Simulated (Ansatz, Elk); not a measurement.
# How far do independent atoms describe TaTl3?

Structure refinements treat a crystal as free atoms side by side. For a made-up structure of TaTl3 (cell and positions from a PBE relaxation) the runs below show what the calculated density changes in F(hkl).

Program: Elk 11.2.3 (patched build). Level of theory: DFT, PBE, all-electron APW+lo, Dirac cores, scalar-relativistic bands, static density, no spin. Results are calculated unless marked as measured.

The structure was built from a prototype and need not be the compound's stable phase.

### Step 1. The structure

Symmetry: I4/mmm, No. 139, tetragonal system. Conventional cell: a = 4.466 Å, b = 4.466 Å, c = 19.424 Å, α = 90.00°, β = 90.00°, γ = 90.00°. Tl has 4 Ta at 3.17 Å and 8 Tl at 3.30 Å nearest. Nearest to Tl lie 8 Tl at 3.16 to 3.30 Å and 4 Ta at 3.51 Å. Nearest to Tl lie 4 Ta at 3.10 Å and 8 Tl at 3.16 to 3.30 Å. Ta has 12 Tl at 3.10 to 3.51 Å nearest. Farther neighbours are not listed.

### Step 2. Ground state and structure factors

An all-electron density is needed, since X-rays see the cores too. Task 0 finds the density and task 195 Fourier-transforms it; tshift is off so that phases refer to the origin typed.

Input file elk.in:

```
tasks
  0
  195

xctype
  20

spinpol
  .false.

rgkmax
  7.0

gmaxvr
  14.0

lmaxo
  7

lmaxapw
  8

swidth
  0.002

tshift
  .false.

ramdisk
  .false.

hmaxvr
  5.5

maxscl
  120

epspot
  1e-06

sppath
  './'

avec
  -4.22007056676 4.22007056676 18.35273338597
  4.22007056676 -4.22007056676 18.35273338597
  4.22007056676 4.22007056676 -18.35273338597

atoms
  2
  'Tl.in'
  6
  0.3748214429 0.3748214429 -0.0000000000   0.000000 0.000000 0.000000
  0.6251785571 0.6251785571 0.0000000000   0.000000 0.000000 0.000000
  0.2500000000 0.7500000000 0.5000000000   0.000000 0.000000 0.000000
  0.7500000000 0.2500000000 0.5000000000   0.000000 0.000000 0.000000
  0.5000000000 -0.0000000000 0.5000000000   0.000000 0.000000 0.000000
  -0.0000000000 0.5000000000 0.5000000000   0.000000 0.000000 0.000000
  'Ta.in'
  2
  0.1108211119 0.1108211119 -0.0000000000   0.000000 0.000000 0.000000
  0.8891788881 0.8891788881 -0.0000000000   0.000000 0.000000 0.000000

ngridk
  7 7 7
```

The run is started by

```
> OMP_NUM_THREADS=4 elk
```

Numbers of over 12 decimals in the logs are rounded to 6 here.

The program printed:

```text
┌─────────────────────────┐
│ Elk code version 11.2.3 │
└─────────────────────────┘

All units are atomic (Hartree, Bohr, etc.)

┌─────────────────────────────────────────────────┐
│ Ground-state run starting from atomic densities │
└─────────────────────────────────────────────────┘

Lattice vectors :
  -4.220070567       4.220070567       18.35273339
   4.220070567      -4.220070567       18.35273339
   4.220070567       4.220070567      -18.35273339

Reciprocal lattice vectors :
  0.2332134210E-16  0.7444407869      0.1711784609
  0.7444407869      0.2332134210E-16  0.1711784609
  0.7444407869      0.7444407869     -0.6042952081E-17

Unit cell volume      :    1307.374992
Brillouin zone volume :   0.1897314963

Muffin-tin inner radius fraction :   0.1000000000E-01

Nuclei treated as point charges

Species : 1 (Tl)
 parameters loaded from : Tl.in
 name : thallium
 nuclear charge    :   -81.00000000
 electronic charge :    81.00000000
 atomic mass :    372567.9643
 muffin-tin radius :    2.800000000
 number of radial points in muffin-tin :   1393
 inner part over the whole radius :   0.9893942913E-02
 number on inner part of muffin-tin    :   1000
 approximate nuclear radius :   0.1043008296E-03
 number of mesh points to nuclear radius :    525
 atomic positions (lattice), magnetic fields (Cartesian) :
  1 :   0.37482144  0.37482144  0.00000000    0.00000000  0.00000000  0.00000000
  2 :  -0.37482144 -0.37482144  0.00000000    0.00000000  0.00000000  0.00000000
  3 :   0.25000000 -0.25000000  0.50000000    0.00000000  0.00000000  0.00000000
  4 :  -0.25000000  0.25000000  0.50000000    0.00000000  0.00000000  0.00000000
  5 :   0.50000000  0.00000000  0.50000000    0.00000000  0.00000000  0.00000000
  6 :   0.00000000  0.50000000  0.50000000    0.00000000  0.00000000  0.00000000

Species : 2 (Ta)
 parameters loaded from : Ta.in
 name : tantalum
 nuclear charge    :   -73.00000000
 electronic charge :    73.00000000
 atomic mass :    329847.8435
 muffin-tin radius :    2.800000000
 number of radial points in muffin-tin :   1393
 inner part over the whole radius :   0.9923388882E-02
 number on inner part of muffin-tin    :    999
 approximate nuclear radius :   0.1005189763E-03
 number of mesh points to nuclear radius :    519
 atomic positions (lattice), magnetic fields (Cartesian) :
  1 :   0.11082111  0.11082111  0.00000000    0.00000000  0.00000000  0.00000000
  2 :  -0.11082111 -0.11082111  0.00000000    0.00000000  0.00000000  0.00000000

Total number of atoms per unit cell :    8
Total muffin-tin volume :    735.6185806
 ratio of muffin-tin to unit cell volume :   0.5626683892

Spin treatment :
 spin-unpolarised

Number of Bravais lattice symmetries :   16
Number of crystal symmetries         :   16
Crystal has inversion symmetry
Real symmetric eigensolver will be used

k-point grid :      7     7     7
k-point offset :    0.000000000       0.000000000       0.000000000
k-point set is reduced with full crystal symmetry group
Total number of k-points :       40

Muffin-tin radius times maximum |G+k| :    7.000000000
 using average radius
Maximum |G+k| for APW functions       :    2.500000000
Maximum (1/2)|G+k|²                   :    3.125000000
Maximum |G| for potential and density :    14.00000000
Constant for pseudocharge density :   10
 order of it for each species :   17  17
 order of it for pair densities of each species (exact exchange by exxq0 0: 18) :   10  10
Radial integration step length :    1

G-vector grid sizes :     90    90    90
Number of G-vectors :    60601

Maximum angular momentum used for
 APW functions            :    8
 outer part of muffin-tin :    7
 inner part of muffin-tin :    2

Total nuclear charge    :   -632.0000000
Total core charge       :    464.0000000
Total valence charge    :    168.0000000
Total excess charge     :    0.000000000
Total electronic charge :    632.0000000

Effective Wigner radius, rₛ :   0.7904325725

Number of empty states         :     32
[...]
electron-nuclear            :     -359764.08579504
 Hartree                     :      46693.519878747
 Madelung                    :     -192883.80641412
 xc potential                :     -3833.4655749843
 exchange                    :     -2887.0719762859
 correlation                 :     -38.771225332613
 electron entropic           :    -0.17551714114794E-02
 total energy                :     -152986.83567828

Density of states at Fermi energy :    129.9230668
 (states/Hartree/unit cell)

Estimated indirect band gap :   0.6692315062E-03
 from k-point 20 to k-point 19
Estimated direct band gap   :   0.8328412373E-02
 at k-point 9

Charges :
 core                        :    464.0000000
 valence                     :    168.0000000
 interstitial                :    11.65141132
 muffin-tins (core leakage)
  species : 1 (Tl)
[...]
species : 2 (Ta)
[...]
total in muffin-tins        :    620.3485887
 total calculated charge     :    631.9984199
 total charge                :    632.0000000
 error                       :   0.1580080486E-02

RMS change in Kohn-Sham potential (target) :   0.1617619284     (  0.1000000000E-05)
Absolute change in total energy (target)   :    1.662681216     (  0.1000000000E-03)

[... loops 3 to 17 left out ...]

┌──────────────────┐
│ Loop number : 18 │
└──────────────────┘

Energies :
 Fermi                       :     0.270043
 sum of occupied eigenvalues :     -94278.165286024
 electron kinetic            :      176174.09198715
 core electron kinetic       :      173614.65256447
 Coulomb                     :     -326230.36741563
 Coulomb potential           :     -266621.51627411
 nuclear-nuclear             :     -13138.681659358
 electron-nuclear            :     -359834.98113638
 Hartree                     :      46743.295380103
 Madelung                    :     -192919.60927857
 xc potential                :     -3830.7409990614
 exchange                    :     -2888.3339814377
 correlation                 :     -38.778418553540
 electron entropic           :    -0.19900681053858E-02
 total energy                :     -152983.38981854

Density of states at Fermi energy :    149.6804691
 (states/Hartree/unit cell)

Estimated indirect band gap :   0.2431115111E-03
 from k-point 3 to k-point 6
Estimated direct band gap   :   0.7065558826E-02
 at k-point 4

Charges :
 core                        :    464.0000000
 valence                     :    168.0000000
 interstitial                :    11.12480410
 muffin-tins (core leakage)
  species : 1 (Tl)
[...]
species : 2 (Ta)
[...]
total in muffin-tins        :    620.8751959
 total calculated charge     :    631.9984367
 total charge                :    632.0000000
 error                       :   0.1563325610E-02

RMS change in Kohn-Sham potential (target) :   0.6021976720E-07 (  0.1000000000E-05)
Absolute change in total energy (target)   :   0.1294276444E-05 (  0.1000000000E-03)

Convergence targets achieved

┌──────────────────┐
│ Loop number : 19 │
└──────────────────┘

Energies :
 Fermi                       :     0.270043
 sum of occupied eigenvalues :     -94278.165289481
 electron kinetic            :      176174.09199473
 core electron kinetic       :      173614.65256964
 Coulomb                     :     -326230.36741726
 Coulomb potential           :     -266621.51627908
 nuclear-nuclear             :     -13138.681659358
 electron-nuclear            :     -359834.98113504
 Hartree                     :      46743.295377135
 Madelung                    :     -192919.60927773
 xc potential                :     -3830.7410051362
 exchange                    :     -2888.3339814431
 correlation                 :     -38.778418540216
 electron entropic           :    -0.19900680856279E-02
 total energy                :     -152983.38981258

Density of states at Fermi energy :    149.6804695
 (states/Hartree/unit cell)

Estimated indirect band gap :   0.2431128782E-03
 from k-point 3 to k-point 6
Estimated direct band gap   :   0.7065560019E-02
 at k-point 4

Charges :
 core                        :    464.0000000
 valence                     :    168.0000000
 interstitial                :    11.12480386
 muffin-tins (core leakage)
  species : 1 (Tl)
[...]
atom 6                    :    79.83652852     (  0.3710260807E-04)
  species : 2 (Ta)
   atom 1                    :    71.17878913     ( -0.1551677116E-06)
   atom 2                    :    71.17878913     ( -0.1551677116E-06)
 total in muffin-tins        :    620.8751961
 total calculated charge     :    631.9984367
 total charge                :    632.0000000
 error                       :   0.1563325775E-02

┌──────────────────────────────┐
│ Self-consistent loop stopped │
└──────────────────────────────┘

Wrote STATE.OUT
```

Run time: 2.8 min. Hardware: 4 threads of Intel Xeon at 2.60GHz (Ice Lake), shared host; peak memory 0.56 GiB.

SFACRHO.OUT:

```text

h k l indices transformed by vhmat matrix:
   1.000000000       0.000000000       0.000000000    
   0.000000000       1.000000000       0.000000000    
   0.000000000       0.000000000       1.000000000    

      h      k      l  multipl.   |H|            Re(F)            Im(F)           |F|

      0      0      0      1   0.0000000       632.00000      0.22132125E-15   632.00000    
     -1     -1      1      2  0.34235692       25.077552     -0.45358682E-13   25.077552    
     -2     -2      2      2  0.68471384       24.442998      0.24947275E-12   24.442998    
     -1      0      0      8  0.76386789      -2.8350451      0.90717364E-14   2.8350451    
     -1     -2      2      8  0.90438414       39.515842     -0.36286945E-13   39.515842    
     -3     -3      3      2   1.0270708      -65.173491      0.81645627E-13   65.173491    
      1     -1      0      4   1.0527983      -15.467349      0.15863938E-14   15.467349    
     -2      0      1      8   1.1070648       22.321858      0.81645627E-13   22.321858    
      3      2     -2      8   1.1343473      -19.724522      0.45358682E-13   19.724522    
     -2     -2      3      8   1.2558731      -534.49538     -0.31751077E-13   534.49538    
      4      4     -4      2   1.3694277       501.67324      0.10886084E-12   501.67324    
      4      3     -4      8   1.4106712      -77.137459      -0.0000000       77.137459    
     -4     -2      3      8   1.4708020      -60.182986      0.36286945E-13   60.182986    
      1     -1      1      4   1.4888816       520.12645     -0.27323435E-13   520.12645    
      0     -2      2      8   1.5277358       20.698469     -0.90717364E-14   20.698469    
      3      1     -1      8   1.6387805       20.763191     -0.23359721E-12   20.763191    
      1      0      1     16   1.6733985      -2.3147721     -0.27215209E-13   2.3147721    
      4      5     -5      8   1.7110404       25.319482     -0.68746752E-13   25.319482
```

Elk indexes on the primitive cell of elk.in and gives |H| = 4π sin θ/λ in inverse bohr. Below, one row stands for each form hkl of the conventional cell (m members, Friedel mates merged), F is for one primitive cell and the density is static (no thermal factor). Free-atom factors are Waasmaier and Kirfel's, and R is Σm||F|−|F'||/Σm|F|.

| hkl | m | sin θ/λ (Å⁻¹) | abs F, DFT | neutral atoms | diff. |
| --- | --- | --- | --- | --- | --- |
| 002 | 2 | 0.051 | 25.078 | 25.058 | +0.019 |
| 004 | 2 | 0.103 | 24.443 | 24.563 | -0.120 |
| 101 | 8 | 0.115 | 2.835 | 2.949 | -0.114 |
| 103 | 8 | 0.136 | 39.516 | 39.457 | +0.059 |
| 006 | 2 | 0.154 | 65.174 | 65.129 | +0.044 |
| 110 | 4 | 0.158 | 15.467 | 15.268 | +0.199 |
| 112 | 8 | 0.167 | 22.322 | 22.371 | -0.049 |
| 105 | 8 | 0.171 | 19.724 | 19.975 | -0.251 |
| 114 | 8 | 0.189 | 534.495 | 535.483 | -0.988 |
| 008 | 2 | 0.206 | 501.673 | 502.760 | -1.087 |
| 107 | 8 | 0.212 | 77.138 | 77.109 | +0.029 |
| 116 | 8 | 0.221 | 60.183 | 60.417 | -0.234 |
| 200 | 4 | 0.224 | 520.126 | 521.352 | -1.226 |
| 202 | 8 | 0.230 | 20.698 | 20.827 | -0.129 |

### Step 3. The highest occupied states alone

An energy window below the Fermi level keeps the highest occupied states, to see at which angles they scatter; shallow core shells can lie inside it and anion s states outside. No new self-consistency is needed.

elk.in: that of step 2 with these lines changed.

```diff
@@ -1,3 +1,2 @@
 tasks
-  0
   195
@@ -40,2 +39,5 @@
 
+wsfac
+  -0.170950 0.570040
+
 sppath
```

The run is started by

```
> OMP_NUM_THREADS=4 elk
```

The program printed:

```text
┌─────────────────────────────────┐
│ Elk code version 11.2.3 started │
└─────────────────────────────────┘

Info(readinput): the functional depends on the density's gradient
 muffin-tin radial points multiplied by    2.00000
 (not where nrmtscf is given)

┌────────────────────┐
│ Current task : 195 │
└────────────────────┘

Info(sfacrho): density structure factors written to SFACRHO.OUT

 Energy window :  -0.1709500000      0.5700400000

┌──────────────────┐
│ Elk code stopped │
└──────────────────┘
```

The job ended after 28 s (4 threads; peak memory 0.37 GiB; 39 s of CPU time).

States within 12 eV below the Fermi level hold 78.10 electrons; any levels below the window count with the cores, and a count that is not whole means the window cuts a band. Their amplitudes can exceed the total, where window and core parts have opposite phase:

| hkl | sin θ/λ (Å⁻¹) | abs F, window | abs F, all |
| --- | --- | --- | --- |
| 002 | 0.051 | 3.479 | 25.078 |
| 004 | 0.103 | 9.212 | 24.443 |
| 101 | 0.115 | 8.288 | 2.835 |
| 103 | 0.136 | 9.184 | 39.516 |
| 006 | 0.154 | 4.572 | 65.174 |
| 110 | 0.158 | 8.582 | 15.467 |
| 112 | 0.167 | 3.299 | 22.322 |
| 105 | 0.171 | 6.978 | 19.724 |
| 114 | 0.189 | 30.140 | 534.495 |
| 008 | 0.206 | 25.635 | 501.673 |

### Step 4. Another functional

The difference from free atoms is small, so it is set against the change that LDA (Perdew-Wang) makes.

elk.in: that of step 3 with these lines changed.

```diff
@@ -1,2 +1,3 @@
 tasks
+  0
   195
@@ -4,3 +5,3 @@
 xctype
-  20
+  3
 
@@ -39,5 +40,2 @@
 
-wsfac
-  -0.170950 0.570040
-
 sppath
```

The run is started by

```
> OMP_NUM_THREADS=4 elk
```

The program printed:

```text
┌─────────────────────────┐
│ Elk code version 11.2.3 │
└─────────────────────────┘

All units are atomic (Hartree, Bohr, etc.)

┌─────────────────────────────────────────────────┐
│ Ground-state run starting from atomic densities │
└─────────────────────────────────────────────────┘

Lattice vectors :
  -4.220070567       4.220070567       18.35273339
   4.220070567      -4.220070567       18.35273339
   4.220070567       4.220070567      -18.35273339

Reciprocal lattice vectors :
  0.2332134210E-16  0.7444407869      0.1711784609
[...]
valence                     :    168.0000000
 interstitial                :    11.00288696
 muffin-tins (core leakage)
  species : 1 (Tl)
[...]
species : 2 (Ta)
   atom 1                    :    71.19908977     ( -0.4905742848E-05)
   atom 2                    :    71.19908977     ( -0.4905742848E-05)
 total in muffin-tins        :    620.9971130
 total calculated charge     :    631.9984202
 total charge                :    632.0000000
 error                       :   0.1579784871E-02

┌──────────────────────────────┐
│ Self-consistent loop stopped │
└──────────────────────────────┘

Wrote STATE.OUT
[key lines of the parts left out:]
total energy                :     -152898.89768114
```

The job ended after 1.8 min (4 threads; peak memory 0.42 GiB).

Against the first run R = 0.01 %; the largest change is -0.097 at 220.

### Step 5. A coarser k-mesh

About half the k-points along each axis test the sampling.

elk.in: that of step 4 with these lines changed.

```diff
@@ -5,3 +5,3 @@
 xctype
-  3
+  20
 
@@ -64,2 +64,2 @@
 ngridk
-  7 7 7
+  4 4 4
```

The run is started by

```
> OMP_NUM_THREADS=4 elk
```

The program printed:

```text
┌─────────────────────────┐
│ Elk code version 11.2.3 │
└─────────────────────────┘

All units are atomic (Hartree, Bohr, etc.)

┌─────────────────────────────────────────────────┐
│ Ground-state run starting from atomic densities │
└─────────────────────────────────────────────────┘

Lattice vectors :
  -4.220070567       4.220070567       18.35273339
   4.220070567      -4.220070567       18.35273339
   4.220070567       4.220070567      -18.35273339

Reciprocal lattice vectors :
  0.2332134210E-16  0.7444407869      0.1711784609
[...]
valence                     :    168.0000000
 interstitial                :    11.11719241
 muffin-tins (core leakage)
  species : 1 (Tl)
[...]
species : 2 (Ta)
   atom 1                    :    71.17226046     ( -0.1552687792E-06)
   atom 2                    :    71.17226046     ( -0.1552687792E-06)
 total in muffin-tins        :    620.8828076
 total calculated charge     :    631.9985396
 total charge                :    632.0000000
 error                       :   0.1460382756E-02

┌──────────────────────────────┐
│ Self-consistent loop stopped │
└──────────────────────────────┘

Wrote STATE.OUT
[key lines of the parts left out:]
total energy                :     -152983.39611111
```

Run time: 96 s. Hardware: 4 threads; peak memory 0.57 GiB; 3.6 min of CPU time.

Against the first run R = 0.00 %; the largest change is +0.019 at 110.

### Step 6. Settings against the effect

| run | R against the first run (%) | R against neutral atoms, low angle (%) | wall time |
| --- | --- | --- | --- |
| PBE, rgkmax 7 | 0.00 | 0.27 | 2.8 min |
| LDA (Perdew-Wang) | 0.01 | 0.26 | 1.8 min |
| k-mesh 4×4×4 | 0.00 | 0.27 | 96 s |

### Step 7. Results

```yaml
r_against_neutral_atoms_sin_theta_lambda_0p3_a_minus1: 0.27 %
r_against_neutral_atoms_0p3_to_0p62_a_minus1: 0.10 %
```

What this shows: Independent neutral atoms miss the calculated amplitudes by R = 0.27 % below 0.3 Å⁻¹ and 0.10 % from there to 0.62 Å⁻¹; by shells, 0.38 % below 0.15 Å⁻¹ (4 forms), 0.26 % 0.15 to 0.3 (18 forms), 0.08 % 0.3 to 0.45 (42 forms), 0.12 % above 0.45 (85 forms). Bonding, aspherical density and the tables' own atoms all enter these figures, and the runs don't part them. The largest change of an amplitude is -1.23 electrons, at 200. The window's part falls from 78.1 electrons at the origin to at most 1.57 between 0.45 and 0.62 Å⁻¹, where compact states inside the window still scatter. The window holds more than the 28 outer electrons of the free atoms, so shallow core shells lie inside it. Below 0.3 Å⁻¹ the changes that finished (LDA (Perdew-Wang) and k-mesh 4×4×4) move F by R = 0.01 % at most, against the 0.27 % that separates it from free atoms. The basis has no finished test. Spin-orbit coupling is left out, which can matter for elements this heavy. Part of the difference isn't bonding: the tables are fits to free atoms and ions calculated by other methods than this functional. Thermal motion, anomalous dispersion and extinction are left out.

[Logs are printed without paths, hosts, clocks, repeated set-up lines and the standing remarks that a program may print on its own settings, such as how far it seeks lower states.]

[Hosts, paths, dates, database ids (printed as entryN), source tags and the programs' standing remarks are cut or masked in the printed files.]
